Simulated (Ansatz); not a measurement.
# TmCd (Pm-3m): relaxing the cell for a phonon run

Aim: bring TmCd (Pm-3m) to small forces and stress, as phonons need.

Main program and level: Ansatz 0.2.0; DFT PBEsol, scalar-relativistic, plane waves, PAW.

This is a report of a sequence of runs, with most program output left out.

In doubt: a part-filled 4f shell, where there is one, can sit in one of many states (steps 2, 3, 4, 6, 7, 8), so energies may not be the lowest and differences between runs may mislead; derivatives with an open 4f shell can jump between states (steps 2, 3, 4, 6, 7, 8), which bears on forces and vibrations.

### 1. The starting structure

The structure is cubic, space group Pm-3m (No. 221). The conventional cell has a = 3.645 Å, b = 3.645 Å, c = 3.645 Å, α = 90.00°, β = 90.00°, γ = 90.00°. Nearest to Tm lie 8 Cd at 3.16 Å. Nearest to Cd lie 8 Tm at 3.16 Å. Farther neighbours are not listed.

### 2. A magnetic order at the starting cell, 2 atoms

Phonons depend on the magnetic state, so simple orders are compared first, at the starting cell. This run starts ferromagnetic.

Input file input.yaml:

```yaml
crystal:
  lattice:
    - [3.645, 0.0, 0.0]
    - [0.0, 3.645, 0.0]
    - [0.0, 0.0, 3.645]
  atoms:
    - { symbol: Tm, position: [0.5, 0.5, 0.5], spin: 2.0 }
    - { symbol: Cd, position: [0.0, 0.0, 0.0] }
kpoints:
  mp_grid: { grid: [8, 8, 8] }
hamiltonian:
  xc: pbesol
scf:
  occupations: { method: gaussian, width: 0.05 }
  max_iter: 100
output:
  forces: true
  stress: true
  eigenvalues: true
  populations: true
magnetization:
  spin_polarized: true
```

On the command line:

```console
ansatz run input.yaml --threads 8 --pin off --max-ram 14336MiB --backend cpu --events-out ev --progress --plain --runs-dir out
```

Wall time 4.4 s (8 threads of Intel Xeon Platinum 8488C (Sapphire Rapids), shared host); peak memory 0.5 GiB; 21 s of CPU time.

This step gave:

- magnetization: 1.310 μB
- absolute magnetization: 1.318 μB
- site moments: 1.302, -2.80e-4 μB
- pressure: 2.304 GPa
- volume per atom: 24.21 Å³
- gap on the k-mesh: 0 eV

The cell carries a net spin moment of 1.31 μB and an absolute one of 1.32 μB.

### 3. A magnetic order at the starting cell, 4 atoms

Phonons depend on the magnetic state, so simple orders are compared first, at the starting cell. This run starts antiferromagnetic, q = (0.5, 0.5, 0.5).

System of this step: TmCd (Pm-3m). The structure is cubic, space group Pm-3m (No. 221). The conventional cell has a = 3.645 Å, b = 3.645 Å, c = 3.645 Å, α = 90.00°, β = 90.00°, γ = 90.00°. Tm has 8 Cd at 3.16 Å nearest. Nearest to Cd lie 8 Tm at 3.16 Å. Farther neighbours are not listed.

input.yaml, the sections that differ from step 2:

```yaml
crystal:
  lattice:
    - [3.645, 3.645, 0.0]
    - [3.645, 0.0, 3.645]
    - [3.645, 0.0, -3.645]
  atoms:
    - { symbol: Tm, position: [0.5, 0.25, 0.75], spin: 2.0 }
    - { symbol: Tm, position: [0.5, 0.75, 0.25], spin: -2.0 }
    - { symbol: Cd, position: [0.0, 0.0, 0.0] }
    - { symbol: Cd, position: [0.0, 0.5, 0.5] }
# kpoints, hamiltonian, scf, output, magnetization: as in step 2
```

Run time: 33 s. Hardware: 8 threads; peak memory 1.5 GiB; 3.8 min of CPU time.

Numbers from this step:

- absolute magnetization: 2.655 μB
- site moments: 1.311, -1.311, -5.13e-8, -5.13e-8 μB
- pressure: 2.236 GPa

The cell carries a net spin moment of 0.00 μB and an absolute one of 2.65 μB, so the moments cancel.

### 4. A magnetic order at the starting cell, 4 atoms (run 2)

Phonons depend on the magnetic state, so simple orders are compared first, at the starting cell. This run starts antiferromagnetic, q = (0, 0, 0.5).

input.yaml, the sections that differ from step 3:

```yaml
crystal:
  lattice:
    - [3.645, 0.0, 0.0]
    - [0.0, 3.645, 0.0]
    - [0.0, 0.0, 7.29]
  atoms:
    - { symbol: Tm, position: [0.5, 0.5, 0.25], spin: 2.0 }
    - { symbol: Tm, position: [0.5, 0.5, 0.75], spin: -2.0 }
    - { symbol: Cd, position: [0.0, 0.0, 0.0] }
    - { symbol: Cd, position: [0.0, 0.0, 0.5] }
kpoints:
  mp_grid: { grid: [8, 8, 4] }
# hamiltonian, scf, output, magnetization: as in step 3
```

Wall time 55 s (8 threads); peak memory 2.5 GiB; 6.7 min of CPU time.

The cell carries a net spin moment of 0.00 μB and an absolute one of 2.64 μB, so the moments cancel.

### 5. The orders compared

An antiferromagnetic start is carried into the relaxation if it ends more than 3 meV per atom below the ferromagnetic start.

Numbers from this step:

```yaml
start_carried_on: antiferromagnetic, q = (0.5, 0.5, 0.5)
```

Orders, by row:

```
                        starting order  atoms  energy from the first start (meV/atom)  largest moment (μB)  gap on mesh (eV)  net moment of the cell (μB)  order kept
                         ferromagnetic      2                                       0                  1.3                 0                         1.31         yes
antiferromagnetic, q = (0.5, 0.5, 0.5)      4                                      -5                 1.31                 0                            0         yes
    antiferromagnetic, q = (0, 0, 0.5)      4                                    -2.7                 1.29                 0                            0         yes
```

The start carried on is the antiferromagnetic, q = (0.5, 0.5, 0.5) one.

### 6. Probe on a coarse mesh

A quick single point on a coarse mesh tells whether the cell has a gap and how far it is from rest, which sets the k mesh and smearing that follow.

input.yaml, the sections that differ from step 4:

```yaml
crystal:
  lattice:
    - [3.645, 3.645, 0.0]
    - [3.645, 0.0, 3.645]
    - [3.645, 0.0, -3.645]
  atoms:
    - { symbol: Tm, position: [0.5, 0.25, 0.75], spin: 2.0 }
    - { symbol: Tm, position: [0.5, 0.75, 0.25], spin: -2.0 }
    - { symbol: Cd, position: [0.0, 0.0, 0.0] }
    - { symbol: Cd, position: [0.0, 0.5, 0.5] }
kpoints:
  mp_grid: { grid: [6, 6, 6] }
scf:
  occupations: { method: gaussian, width: 0.1 }
  lower_state_search: "off"
# hamiltonian, output, magnetization: as in step 4
```

Elapsed: 1.6 s, on 8 threads; peak memory 0.65 GiB; 8.3 s of CPU time.

This step gave:

```yaml
absolute_magnetization: 2.662 μB
site_moments: 1.315, -1.315, 1.38e-15, -1.38e-15 μB
pressure: 2.299 GPa
```

The coarse mesh shows no gap and a pressure of 2.3 GPa.

### 7. Relaxation

The cell and atoms are relaxed, since residual forces and stress would shift the frequencies.

Input file input.yaml:

```yaml
crystal:
  lattice:
    - [3.645, 3.645, 0.0]
    - [3.645, 0.0, 3.645]
    - [3.645, 0.0, -3.645]
  atoms:
    - { symbol: Tm, position: [0.5, 0.25, 0.75], spin: 1.45 }
    - { symbol: Tm, position: [0.5, 0.75, 0.25], spin: -1.45 }
    - { symbol: Cd, position: [0.0, 0.0, 0.0] }
    - { symbol: Cd, position: [0.0, 0.5, 0.5] }
kpoints:
  mp_grid: { grid: [12, 12, 12] }
hamiltonian:
  xc: pbesol
scf:
  occupations: { method: gaussian, width: 0.1 }
output:
  forces: true
  stress: true
  eigenvalues: true
  populations: true
  write_density: true
  write_potential: true
  elf: true
  volumetric_format: npy
magnetization:
  spin_polarized: true
relax:
  adjacent_minimum: "off"
  f_tol: 0.005
  max_steps: 80
  cell: { stress_tol: 0.05 }
```

Elapsed: 19 s, on 8 threads; peak memory 1 GiB; 2.1 min of CPU time.

Relaxation path:

```csv
step,energy less that of the first step (eV),largest force component (eV/Å),pressure (GPa),volume (Å³)
1,0.0000,0.0000,2.29,96.86
2,-0.0261,0.0000,-0.53,102.38
3,-0.0284,0.0000,-0.04,101.30
4*,-0.0298,0.0000,-0.04,101.30
```

Relaxation steps marked * repeat the geometry before them on a plane-wave basis chosen anew for their cell, so energy and pressure can jump there.

The run keeps the 48 symmetry operations that it works with, so distortions that break them were not tested.

```csv
cell as run,before,after,change
a (Å),5.155,5.232,+1.5 %
b (Å),5.155,5.232,+1.5 %
c (Å),5.155,5.232,+1.5 %
volume (Å³/atom),24.21,25.32,+4.6 %
```

This step gave:

* absolute magnetization: 2.637 μB
* site moments: 1.304, -1.304, 1.28e-15, -1.28e-15 μB
* pressure: -0.04375 GPa
* volume per atom: 25.32 Å³

Spin density in the bc plane at fractional x = 0.500, with atoms of Tm within 0.2 Å of it.

Values in e/Å³, 13 rows by 14 columns, each cell a mean:
```
 0.0  0.0  0.0  0.0  0.0  0.0  0.0  0.0  0.0  0.0  0.0  0.0  0.0  0.0
 0.0  0.0  0.1  0.4  0.2  0.0  0.0  0.0  0.0  0.0  0.0  0.0  0.0  0.0
 0.0  0.1  0.7  3.0  1.9  0.2  0.0  0.0  0.0  0.0  0.0  0.0  0.0  0.0
 0.0  0.1  0.7  3.2  1.9  0.2  0.0  0.0  0.0  0.0  0.0  0.0  0.0  0.0
 0.0  0.0  0.1  0.4  0.2  0.0  0.0  0.0  0.0  0.0  0.0  0.0  0.0  0.0
 0.0  0.0  0.0  0.0  0.0  0.0  0.0  0.0  0.0  0.0  0.0  0.0  0.0  0.0
 0.0  0.0  0.0  0.0  0.0  0.0  0.0  0.0  0.0  0.0  0.0  0.0  0.0  0.0
 0.0  0.0  0.0  0.0  0.0  0.0  0.0  0.0  0.0  0.0 -0.1 -0.1  0.0  0.0
 0.0  0.0  0.0  0.0  0.0  0.0  0.0  0.0  0.0 -0.3 -1.3 -0.9 -0.1  0.0
 0.0  0.0  0.0  0.0  0.0  0.0  0.0  0.0 -0.1 -0.9 -4.0 -2.5 -0.3  0.0
 0.0  0.0  0.0  0.0  0.0  0.0  0.0  0.0  0.0 -0.3 -1.4 -0.8 -0.1  0.0
 0.0  0.0  0.0  0.0  0.0  0.0  0.0  0.0  0.0  0.0 -0.1 -0.1  0.0  0.0
 0.0  0.0  0.0  0.0  0.0  0.0  0.0  0.0  0.0  0.0  0.0  0.0  0.0  0.0
```
Columns run along b (5.2 Å), rows up along c (5.2 Å). Atoms in or near the plane, at fractional coordinates: Tm at (0.25, 0.75), Tm at (0.75, 0.25).

Valence density in the bc plane at fractional x = 0.500, with atoms of Tm within 0.2 Å of it. It is the smooth field of the valence electrons, not physical close to the nuclei.

Values in e/Å³, 13 rows by 14 columns, each cell a mean:
```
 0  0  0  1  1  0  0  0  0  0  0  0  0  0
 0  1  2  6  4  1  0  0  0  0  0  0  0  0
 0  1  9 32 21  4  1  0  0  0  0  0  0  0
 0  1 10 33 21  4  1  0  0  0  0  0  0  0
 0  1  3  6  4  1  0  0  0  0  0  0  0  0
 0  0  0  1  1  0  0  0  0  0  0  0  0  0
 0  0  0  0  0  0  0  0  0  0  0  0  0  0
 0  0  0  0  0  0  0  0  0  1  2  2  1  0
 0  0  0  0  0  0  0  0  1  5 15 12  3  0
 0  0  0  0  0  0  0  0  2 12 41 28  4  1
 0  0  0  0  0  0  0  0  1  6 16 11  2  0
 0  0  0  0  0  0  0  0  0  1  2  2  1  0
 0  0  0  0  0  0  0  0  0  0  0  0  0  0
```
Columns run along b (5.2 Å), rows up along c (5.2 Å). Atoms in or near the plane, at fractional coordinates: Tm at (0.25, 0.75), Tm at (0.75, 0.25).

ELF in the bc plane at fractional x = 0.500, with atoms of Tm within 0.2 Å of it. It is the smooth field of the valence electrons, not physical close to the nuclei.

Ten even steps from '0' (0.07) to '9' (0.74), each cell a mean:
```
00233100111111
03899610244431
06968930244441
06958930244441
03899610244431
00243100111111
00000000001100
02333210157730
02444410599982
02444411794793
02444410599982
02333210157730
00000000001000
```
Columns run along b (5.2 Å), rows up along c (5.2 Å). Atoms in or near the plane, at fractional coordinates: Tm at (0.25, 0.75), Tm at (0.75, 0.25).

In this step the volume went from 24.21 to 25.32 Å³/atom.

### 8. Relaxing to small forces for the phonons

Phonons need a cell at rest on their own settings, so the relaxation is repeated with tight tolerances on forces and stress on the k mesh and occupations of the first response run.

Input file input.yaml:

```yaml
crystal:
  lattice:
    - [3.6998837677, 3.6998837677, 0.0]
    - [3.6998837677, 0.0, 3.6998837677]
    - [3.6998837677, 0.0, -3.6998837677]
  atoms:
    - { symbol: Tm, position: [0.5, 0.25, 0.75], spin: 1.43 }
    - { symbol: Tm, position: [0.5, 0.75, 0.25], spin: -1.43 }
    - { symbol: Cd, position: [0.0, 0.0, 0.0] }
    - { symbol: Cd, position: [0.0, 0.5, 0.5] }
kpoints:
  mp_grid: { grid: [12, 12, 12] }
hamiltonian:
  xc: pbesol
scf:
  occupations: { method: gaussian, width: 0.15 }
output:
  forces: true
  stress: true
  eigenvalues: true
  populations: true
magnetization:
  spin_polarized: true
relax:
  adjacent_minimum: "off"
  f_tol: 0.001
  max_steps: 60
  cell: { stress_tol: 0.01 }
```

Wall time 14 s (8 threads); peak memory 1 GiB; 94 s of CPU time.

Little changed from the start: no atom moved by 0.005 Å and no cell edge by 0.1 %.

This step gave:

- absolute magnetization: 2.638 μB
- site moments: 1.305, -1.305, 1.62e-15, -1.62e-15 μB
- pressure: -0.001961 GPa
- volume per atom: 25.33 Å³

The forces vanish by symmetry and the pressure is -0.002 GPa, within the tolerances set. The cell now holds 25.33 Å³/atom.

### 9. What came out

| Quantity | Value |
| --- | --- |
| space group after relaxation (within 0.01 Å) | Pm-3m |
| lattice constant a | 3.700 Å |
| lattice constant b | 3.700 Å |
| lattice constant c | 3.700 Å |
| volume per atom | 25.3 Å³ |

What this shows: The forces vanish by symmetry and the pressure is -0.002 GPa, within the tolerances set. The cell now holds 25.33 Å³/atom. The relaxation keeps the symmetry of its start, so it says nothing on stability against lower symmetry. The magnetic order is imposed (antiferromagnetic, q = (0.5, 0.5, 0.5), in the reciprocal basis of the primitive cell) and the runs use its cell of 4 atoms, a multiple of the chemical cell, so that Γ here also holds zone-boundary modes of the chemical cell; it can lower the symmetry of the database entry. The magnetic state is the one that the run reached from its starting moments; a lower one was not ruled out. The 4f shell is treated without a U, so valence and screening may be off. Spin-orbit coupling is left out, which can matter for the heavy elements here.

[Logs are printed without paths, hosts, clocks, repeated set-up lines and the standing remarks that a program may print on its own settings, such as how far it seeks lower states.]

[Hosts, paths, dates, database ids (printed as entryN), source tags and the programs' standing remarks are cut or masked in the printed files.]
